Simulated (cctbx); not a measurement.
**Gd4Ge6Ir7 with cctbx, script by script**

Library: cctbx 2025.11. The data are simulated by the first script.

## 1. Simulate the data

run.py:

```python
from cctbx import adptbx, crystal, miller, sgtbx, xray
from cctbx.array_family import flex
from iotbx.shelx import hklf
from scitbx import matrix
import scitbx.random

cs = crystal.symmetry(unit_cell=(8.398, 8.398, 8.398, 90, 90, 90), space_group_symbol='Hall: -I 4 2 3')  # Im-3m
atoms = [  # label, site, U (iso, or U11 U22 U33 U12 U13 U23 in A^2), occupancy
    ("Ir1", (0, 0, 0), (0.0028, 0.0028, 0.0028, -0.0000, 0.0000, 0.0000), 1),
    ("Ir2", (0.25, 0, 0.5), (0.0031, 0.0027, 0.0027, 0.0000, 0.0000, 0.0000), 1),
    ("Gd1", (0.25, 0.25, 0.25), (0.0032, 0.0032, 0.0032, -0.0001, -0.0001, -0.0001), 1),
    ("Ge1", (0.6832, 0, 0), (0.0041, 0.0036, 0.0036, 0.0000, 0.0000, 0.0000), 1),
]
xs = xray.structure(crystal_symmetry=cs)
for label, site, u, occ in atoms:
    u = adptbx.u_cif_as_u_star(cs.unit_cell(), u) if isinstance(u, tuple) else u
    xs.add_scatterer(xray.scatterer(label, site=site, u=u, occupancy=occ))
xs.set_inelastic_form_factors(1.3414, "sasaki")
xs.show_summary()
p1 = xs.expand_to_p1()
ms = miller.build_set(p1, anomalous_flag=True, d_min=0.83)
flex.set_random_seed(6308)
scitbx.random.set_random_seed(6308)
ms = ms.select(flex.random_double(ms.size()) < 0.95)
i = ms.structure_factors_from_scatterers(p1, algorithm="direct").f_calc().as_intensity_array().data()
i = i / flex.sqrt(1 + 0.3 * i / flex.max(i))  # extinction
i = i * 70000 / flex.max(i)
sig = flex.sqrt(i + flex.pow2(0.04 * i) + 15 ** 2)
noise = scitbx.random.variate(scitbx.random.normal_distribution())(i.size())
data = ms.array(data=i + sig * noise, sigmas=sig).set_observation_type_xray_intensity()
with open("data.hkl", "w") as f:
    data.export_as_shelx_hklf(f)
print("reflections written:", data.size(), " <I/sigma> = %.1f" % flex.mean(data.data() / data.sigmas()))
for h, a, b in list(data.sort("data"))[:12]:
    print("%4d%4d%4d %9.1f %7.1f" % (h + (a, b)))
```

```console
$ python run.py
```

```text
Number of scatterers: 4
At special positions: 4
Unit cell: (8.398, 8.398, 8.398, 90, 90, 90)
Space group: I m -3 m (No. 229)
reflections written: 4183  <I/sigma> = 8.3
   0   0   4   74632.3  2812.5
   0   0  -4   70726.3  2812.5
   0   4   0   69705.7  2812.5
   0  -4   0   69609.6  2812.5
  -4   0   0   67619.8  2812.5
   4   0   0   62343.5  2812.5
   2  -2   2   57079.2  2237.2
   2   2   2   55660.0  2237.2
  -2   2  -2   55033.4  2237.2
  -2  -2   2   55005.1  2237.2
   2   2  -2   54132.1  2237.2
   2  -2  -2   52537.9  2237.2
```

It took 0.2 s on 1 thread of Arm Neoverse V2, on a shared host, peak memory 0.07 GiB.

## 2. Symmetry

run.py:

```python
from cctbx import crystal, sgtbx, statistics
from cctbx.array_family import flex
from iotbx.shelx import hklf

p1 = crystal.symmetry(unit_cell=(8.398, 8.398, 8.398, 90, 90, 90), space_group_symbol="P 1")
raw = hklf.reader(file_name="data.hkl").as_miller_arrays(crystal_symmetry=p1, anomalous=True)[0]
print(raw.size(), "reflections to d = %.3f A" % raw.d_min())
isig = raw.data() / raw.sigmas()
print("centring   violations  <I/sigma> of those")
best = "P"
for c in "ABCIRF":
    a = raw.customized_copy(space_group_info=sgtbx.space_group_info("Hall: %s 1" % c)).sys_absent_flags().data()
    m = flex.mean(isig.select(a))
    print("%5s %10d of %5d %8.1f" % (c, (isig.select(a) > 4).count(True), a.count(True), m))
    if (isig.select(a) > 4).count(True) < 0.01 * a.count(True):
        best = c
raw = raw.select(~raw.customized_copy(space_group_info=sgtbx.space_group_info("Hall: %s 1" % best)).sys_absent_flags().data())
isig = raw.data() / raw.sigmas()
rows = []
for s in sgtbx.space_group_symbol_iterator():
    g = sgtbx.space_group(s)
    if g.conventional_centring_type_symbol() != best or not g.is_compatible_unit_cell(p1.unit_cell(), 1e-3, 0.02):
        continue
    rows.append((s, g))
print("Laue class    unique    Rint  (classes that these axes allow; Friedel mates merged)")
rint = {}
for s, g in rows:
    laue = g.build_derived_patterson_group()
    key = laue.type().hall_symbol()
    if key not in rint:
        m = raw.customized_copy(space_group_info=laue.info(), anomalous_flag=False).merge_equivalents()
        rint[key] = m.r_int()
        print("%-14s %6d %7.3f" % (laue.type().lookup_symbol(), m.array().size(), m.r_int()))
floor = min(rint.values())
good = [(s, g) for s, g in rows if rint[g.build_derived_patterson_group().type().hall_symbol()] < 2 * floor + 0.03]
top = max(g.build_derived_patterson_group().order_z() for s, g in good)
print("space group    extra absences  I>4sigma  <I/sigma>")
for s, g in good:
    laue = g.build_derived_patterson_group()
    if laue.order_z() != top:
        continue
    a = raw.customized_copy(space_group_info=g.info()).sys_absent_flags().data()
    a &= ~raw.customized_copy(space_group_info=laue.info()).sys_absent_flags().data()
    bad = (isig.select(a) > 4).count(True)
    if bad <= 0.03 * a.count(True):
        print("%-16s %8d %10d %9s  %s" % (s.universal_hermann_mauguin(), a.count(True), bad, "%.1f" % flex.mean(isig.select(a)) if a.count(True) else "-", "centric" if g.is_centric() else "acentric"))
laue = max(good, key=lambda t: t[1].build_derived_patterson_group().order_z())[1].build_derived_patterson_group()
f = raw.customized_copy(space_group_info=laue.info(), anomalous_flag=False).merge_equivalents().array().eliminate_sys_absent().f_sq_as_f()
f.set_observation_type_xray_amplitude()
bins = max(3, min(8, f.size() // 12))
f.setup_binner(n_bins=bins)
w = statistics.wilson_plot(f, {e: n / laue.order_z() for e, n in {'Ir': 14.0, 'Gd': 8.0, 'Ge': 12.0}.items()}, e_statistics=True)
print("Wilson B = %.2f A^2   <|E^2-1|> = %.3f (0.968 centric, 0.736 acentric)   E^2>4: %.1f %%" % (w.wilson_b, w.mean_e_sq_minus_1, w.percent_e_sq_gt_2))
print("shell (A)         n   <I/sigma>")
m = raw.customized_copy(space_group_info=laue.info(), anomalous_flag=False).merge_equivalents().array().eliminate_sys_absent()
for b in m.setup_binner(n_bins=bins).range_used():
    sel = m.binner().selection(b)
    print("%5.2f - %4.2f %6d %8.1f" % (min(m.binner().bin_d_range(b)[0] if m.binner().bin_d_range(b)[0] > 0 else 99, 99), m.binner().bin_d_range(b)[1], sel.count(True), flex.mean((m.data() / m.sigmas()).select(sel))))
```

```console
$ python run.py
```

```text
4183 reflections to d = 0.832 A
centring   violations  <I/sigma> of those
    A        934 of  2104      8.2
    B        934 of  2114      8.2
    C        938 of  2116      8.2
    I          0 of  2108      0.0
    R       1257 of  2777      8.5
    F       1403 of  3167      8.2
Laue class    unique    Rint  (classes that these axes allow; Friedel mates merged)
I 1 2/m 1         585   0.030
I 1 1 2/m         585   0.029
I 2/m 1 1         585   0.030
I m m m           335   0.032
I 4/m             295   0.033
I 4/m m m         185   0.033
I m -3            113   0.035
I m -3 m           74   0.035
space group    extra absences  I>4sigma  <I/sigma>
I 4 3 2                 0          0         -  acentric
I -4 3 m                0          0         -  acentric
I m -3 m                0          0         -  centric
Wilson B = -0.01 A^2   <|E^2-1|> = 0.852 (0.968 centric, 0.736 acentric)   E^2>4: 1.4 %
shell (A)         n   <I/sigma>
 5.94 - 1.50     16     74.1
 1.50 - 1.20     12     84.6
 1.20 - 1.05     12     84.0
 1.05 - 0.95     12     71.7
 0.95 - 0.88     12     89.8
 0.88 - 0.83     10     81.7
```

Time: 0.24 s.

## 3. Patterson map

run.py:

```python
from cctbx import crystal, maptbx
from iotbx.shelx import hklf

cs = crystal.symmetry(unit_cell=(8.398, 8.398, 8.398, 90, 90, 90), space_group_symbol='Hall: -I 4 2 3')  # Im-3m
raw = hklf.reader(file_name="data.hkl").as_miller_arrays(crystal_symmetry=cs, anomalous=True)[0]
merged = raw.eliminate_sys_absent().merge_equivalents()
fo2 = merged.array().set_observation_type_xray_intensity()
f = fo2.average_bijvoet_mates().f_sq_as_f()
pm = f.patterson_map(symmetry_flags=maptbx.use_space_group_symmetry, sharpening=True, resolution_factor=0.25)
peaks = pm.peak_search(parameters=maptbx.peak_search_parameters(min_distance_sym_equiv=0.4, max_clusters=14)).all()
top = peaks.heights()[0]
print("Patterson group", f.patterson_symmetry().space_group_info())
print("      u       v       w   height  length (A)")
for x, h in zip(peaks.sites(), peaks.heights()):
    y = [t - round(t) for t in x]
    print("%7.3f %7.3f %7.3f %8.1f %8.2f" % (x + (1000 * h / top, cs.unit_cell().length(y))))
```

```console
$ python run.py
```

```text
Patterson group I m -3 m
      u       v       w   height  length (A)
  0.000   0.000   0.000   1000.0     0.00
  0.000   0.247   0.247    467.9     2.93
  0.000   0.000   0.500    406.7     4.20
  0.000   0.250   0.500    264.3     4.69
  0.250   0.250   0.250    221.9     3.64
  0.123   0.123   0.374     77.5     3.46
  0.000   0.000   0.265     74.3     2.23
  0.000   0.000   0.334     72.2     2.80
  0.129   0.129   0.129     69.1     1.87
  0.000   0.098   0.098     28.8     1.17
  0.000   0.042   0.146     19.3     1.27
  0.000   0.317   0.376     18.4     4.13
  0.000   0.187   0.376     15.4     3.53
  0.062   0.242   0.379     12.8     3.81
```

Time: 0.21 s.

## 4. Charge flipping

run.py:

```python
import itertools
from cctbx import crystal, maptbx
from cctbx.array_family import flex
from iotbx.shelx import hklf
from smtbx.ab_initio import charge_flipping as cf

cs = crystal.symmetry(unit_cell=(8.398, 8.398, 8.398, 90, 90, 90), space_group_symbol='Hall: -I 4 2 3')  # Im-3m
raw = hklf.reader(file_name="data.hkl").as_miller_arrays(crystal_symmetry=cs, anomalous=True)[0]
merged = raw.eliminate_sys_absent().merge_equivalents()
fo2 = merged.array().set_observation_type_xray_intensity()
f = fo2.average_bijvoet_mates().f_sq_as_f().resolution_filter(d_min=0.9)
p1 = f.expand_to_p1()
p1.setup_binner_counting_sorted(reflections_per_bin=max(40, p1.size() // 12))
work = p1.array(data=p1.data() / p1.amplitude_quasi_normalisations().data())
flex.set_random_seed(46989)
it = cf.weak_reflection_improved_iterator(delta=None, weak_reflection_fraction=0.2)
it.start(work, phases=flex.random_double(p1.size()) * 6.2832, f_000=0)
it.delta = 1.2 * it.rho_map.sigma()
print("cycle      R  skewness")
for n, st in enumerate(itertools.islice(it, 200)):
    if n % 16 == 0:
        print("%5d %6.3f %8.2f" % (n, st.r1_factor(), st.rho_map.skewness()))
rho = p1.phase_transfer(it.f_calc).fft_map().apply_volume_scaling()
polish = cf.low_density_elimination_iterator(constant_rho_c=rho.sigma())
polish.start(f_obs=p1, phases=it.f_calc, f_000=0)
for _ in range(8):
    next(polish)
print("origin shift          correlation  skewness")
maps = []
for fc, shift, cc in itertools.islice(cf.f_calc_symmetrisations(f, polish.f_calc, 0), 4):
    m = f.phase_transfer(fc).fft_map(symmetry_flags=maptbx.use_space_group_symmetry, resolution_factor=0.25).apply_sigma_scaling()
    maps.append((m.skewness(), cc, m))
    print("%6.3f %6.3f %6.3f %10.3f %9.2f" % (tuple(shift) + (cc, m.skewness())))
skew, cc, m = max((t for t in maps if t[1] > maps[0][1] - 0.04), key=lambda t: t[0])
print("taken: symmetry correlation %.3f, skewness %.2f" % (cc, skew))
peaks = m.peak_search(parameters=maptbx.peak_search_parameters(min_distance_sym_equiv=0.9, max_clusters=9)).all()
sps = cs.special_position_settings(min_distance_sym_equiv=0.5)
print("peak      x       y       z  mult  height/sigma")
for k, (x, h) in enumerate(zip(peaks.sites(), peaks.heights())):
    ss = sps.site_symmetry(x)
    print("Q%-3d %7.4f %7.4f %7.4f %4d %8.1f" % ((k + 1,) + tuple(t % 1 for t in ss.exact_site()) + (ss.multiplicity(), h)))
```

```console
$ python run.py
```

```text
cycle      R  skewness
    0  0.581     0.39
   16  0.431     2.42
   32  0.339     2.80
   48  0.322     2.69
   64  0.327     2.62
   80  0.322     2.55
   96  0.336     2.56
  112  0.325     2.56
  128  0.316     2.47
  144  0.366     2.53
  160  0.321     2.58
  176  0.330     2.55
  192  0.312     2.52
origin shift          correlation  skewness
 0.328  0.113  0.675      0.956      4.00
 0.328  0.613  0.675      0.956      3.03
 0.328  0.614  0.175      0.954      3.91
 0.328  0.613  0.425      0.957      3.12
taken: symmetry correlation 0.956, skewness 4.00
peak      x       y       z  mult  height/sigma
Q1    0.0000  0.0000  0.2326   12     12.4
Q2    0.0000  0.2500  0.5000   12      5.9
Q3    0.2500  0.2500  0.2500    8      5.0
Q4    0.0000  0.2776  0.2776   24      3.0
Q5    0.0000  0.5000  0.5000    6      1.6
Q6    0.0000  0.1059  0.3549   48      1.1
Q7    0.0845  0.3522  0.3522   48      1.1
Q8    0.1083  0.1083  0.1083   16      1.0
Q9    0.0000  0.0000  0.1009   12      1.0
```

Time: 1.9 s.

## 5. Refinement (model from the peaks)

run.py:

```python
import math
from cctbx import adptbx, crystal, maptbx, sgtbx, xray
from cctbx.array_family import flex
from cctbx.xray import observations
from iotbx.shelx import hklf
from scitbx.lstbx import normal_eqns_solving
from smtbx import absolute_structure, utils
from smtbx.refinement import constraints, least_squares

cs = crystal.symmetry(unit_cell=(8.398, 8.398, 8.398, 90, 90, 90), space_group_symbol='Hall: -I 4 2 3')  # Im-3m
atoms = [  # label, site, U (iso, or U11 U22 U33 U12 U13 U23 in A^2), occupancy
    ("Ir1", (0, 0, 0.2326), 0.0200, 1),
    ("Ge1", (0, 0.25, 0.5), 0.0200, 1),
    ("Gd1", (0.25, 0.25, 0.25), 0.0200, 1),
]
xs = xray.structure(crystal_symmetry=cs)
for label, site, u, occ in atoms:
    u = adptbx.u_cif_as_u_star(cs.unit_cell(), u) if isinstance(u, tuple) else u
    xs.add_scatterer(xray.scatterer(label, site=site, u=u, occupancy=occ))
xs.set_inelastic_form_factors(1.3414, "sasaki")
raw = hklf.reader(file_name="data.hkl").as_miller_arrays(crystal_symmetry=cs, anomalous=True)[0]
merged = raw.eliminate_sys_absent().merge_equivalents()
fo2 = merged.array().set_observation_type_xray_intensity()
print("Rint %.3f, %d unique reflections to %.2f A" % (merged.r_int(), fo2.size(), fo2.d_min()))
for sc in xs.scatterers():
    sc.flags.set_grad_site(True)
    sc.flags.set_grad_u_aniso(sc.flags.use_u_aniso())
    sc.flags.set_grad_u_iso(sc.flags.use_u_iso())
obs = fo2.as_xray_observations()
extra = {}
rep = constraints.reparametrisation(xs, [], utils.connectivity_table(xs), **extra)
ls = least_squares.crystallographic_ls(obs, rep, weighting_scheme=least_squares.mainstream_shelx_weighting(a=0, b=0))
print("cycle     R1     wR2    GooF  max shift (A)")
for cycle in range(6):
    ls.build_up()
    r1, wr2, goof = ls.r1_factor(cutoff_factor=2)[0], ls.wR2(), ls.goof()
    old = xs.sites_cart()
    normal_eqns_solving.levenberg_marquardt_iterations(ls, n_max_iterations=3, tau=0.0001, step_threshold=1e-7)
    big = flex.max((xs.sites_cart() - old).norms())
    print("%4d %7.4f %7.4f %7.3f %9.5f" % (cycle + 1, r1, wr2, goof, big))
    ls.build_up(objective_only=True)
    if abs(ls.wR2() - wr2) < 5e-5 and big < 5e-4:
        break
ls.build_up()
print("final R1 %.4f wR2 %.4f GooF %.3f  parameters %d  data/parameter %.1f" % (ls.r1_factor(cutoff_factor=2)[0], ls.wR2(), ls.goof(), ls.n_parameters, fo2.size() / ls.n_parameters))
cov = ls.covariance_matrix_and_annotations()
su = dict(zip(cov.annotations, (math.sqrt(max(v, 0)) for v in cov.matrix.matrix_packed_u_diagonal())))
a2 = cs.unit_cell().reciprocal_parameters()[0] ** -2
print("atom        x        y        z      Ueq    occ   su(xyz)  su(Uiso or U11)")
for sc in xs.scatterers():
    s = max(su.get(sc.label + k, 0) for k in (".x", ".y", ".z"))
    npd = "" if sc.is_positive_definite_u(cs.unit_cell()) else "  NPD"
    print("%-5s %8.5f %8.5f %8.5f %8.4f %6.3f %8.5f %7.4f%s" % ((sc.label,) + sc.site + (sc.u_iso_or_equiv(cs.unit_cell()), sc.occupancy, s, su.get(sc.label + ".uiso", su.get(sc.label + ".u11", 0) * a2), npd)))
fo = fo2.f_sq_as_f()
fc = fo.structure_factors_from_scatterers(xs, algorithm="direct").f_calc()
diff = fo.f_obs_minus_f_calc(1 / math.sqrt(ls.scale_factor()), fc).average_bijvoet_mates()
m = diff.fft_map(symmetry_flags=maptbx.use_space_group_symmetry, resolution_factor=0.25).apply_volume_scaling()
print("difference map: max %.2f min %.2f rms %.2f" % (m.statistics().max(), m.statistics().min(), m.statistics().sigma()))
peaks = m.peak_search(parameters=maptbx.peak_search_parameters(min_distance_sym_equiv=0.6, max_clusters=6)).all()
near = xs.closest_distances(peaks.sites(), distance_cutoff=4)
sps = cs.special_position_settings(min_distance_sym_equiv=0.5)
for k, (x, h) in enumerate(zip(peaks.sites(), peaks.heights())):
    ss = sps.site_symmetry(x)
    print("Q%-3d %7.4f %7.4f %7.4f %4d %7.2f  %.2f A from %s" % ((k + 1,) + tuple(t % 1 for t in ss.exact_site()) + (ss.multiplicity(), h, near.smallest_distances[k], xs.scatterers()[near.i_seqs[k]].label)))
```

```console
$ python run.py
```

```text
Rint 0.035, 74 unique reflections to 0.83 A
cycle     R1     wR2    GooF  max shift (A)
   1  0.5359  0.8923  84.379   0.12859
   2  0.3950  0.8151  77.075   0.00155
   3  0.4054  0.8188  77.421   0.00231
   4  0.4176  0.8177  77.321   0.00235
   5  0.4053  0.8188  77.421   0.00235
   6  0.4176  0.8177  77.321   0.00235
final R1 0.4053 wR2 0.8188 GooF 77.421  parameters 4  data/parameter 18.5
atom        x        y        z      Ueq    occ   su(xyz)  su(Uiso or U11)
Ir1    0.00000  0.00000  0.24773   0.0001  1.000  0.00196  0.0115
Ge1    0.00000  0.25000  0.50000   0.0128  1.000  0.00000  0.0250
Gd1    0.25000  0.25000  0.25000   0.0001  1.000  0.00000  0.0128
difference map: max 163.16 min -219.31 rms 13.40
Q1    0.0000  0.0000  0.5000    6  163.16  2.10 A from Ge1
Q2    0.0000  0.0000  0.2330   12  113.74  0.12 A from Ir1
Q3    0.2500  0.2500  0.2500    8   96.31  0.00 A from Gd1
Q4    0.0000  0.1645  0.5000   24   51.50  0.72 A from Ge1
Q5    0.0520  0.0520  0.0520   16   19.21  1.76 A from Ir1
Q6    0.0000  0.0819  0.3781   48   17.31  1.29 A from Ir1
```

Time: 0.52 s.

Figures of merit this high mean that the model is still wrong or incomplete.

## 6. Charge flipping

run.py, as its changes from the last script of this kind:

```diff
@@ -13,3 +13,2 @@
-p1.setup_binner_counting_sorted(reflections_per_bin=max(40, p1.size() // 12))
-work = p1.array(data=p1.data() / p1.amplitude_quasi_normalisations().data())
-flex.set_random_seed(46989)
+work = p1
+flex.set_random_seed(46990)
@@ -20,2 +19,2 @@
-for n, st in enumerate(itertools.islice(it, 200)):
-    if n % 16 == 0:
+for n, st in enumerate(itertools.islice(it, 400)):
+    if n % 33 == 0:
```

```console
$ python run.py
```

```text
cycle      R  skewness
    0  0.553     0.24
   33  0.420     2.24
   66  0.395     2.27
   99  0.427     2.20
  132  0.388     2.29
  165  0.310     2.54
  198  0.317     2.43
  231  0.305     2.40
  264  0.342     2.38
  297  0.304     2.52
  330  0.309     2.46
  363  0.292     2.47
  396  0.294     2.45
origin shift          correlation  skewness
 0.058  0.246  0.181      0.933      2.31
 0.406  0.063  0.835      0.933      0.02
 0.425  0.567  0.342      0.933     -0.27
 0.424  0.567  0.842      0.932     -0.29
taken: symmetry correlation 0.933, skewness 2.31
peak      x       y       z  mult  height/sigma
Q1    0.0000  0.0000  0.2320   12      9.0
Q2    0.2500  0.2500  0.2500    8      7.5
Q3    0.0000  0.2500  0.5000   12      4.0
Q4    0.0000  0.1149  0.5000   24      3.2
Q5    0.1107  0.2590  0.2590   48      2.1
Q6    0.0000  0.2565  0.3626   48      1.8
Q7    0.0801  0.1681  0.1681   48      1.7
Q8    0.0972  0.0972  0.3396   48      1.5
Q9    0.0000  0.0000  0.4067   12      1.3
```

Run time: 2 s on 1 thread of Arm Neoverse V2 (shared host), peak memory 0.08 GiB.

[Logs are printed without paths, hosts, clocks, repeated set-up lines and the standing remarks that a program may print on its own settings, such as how far it seeks lower states.]
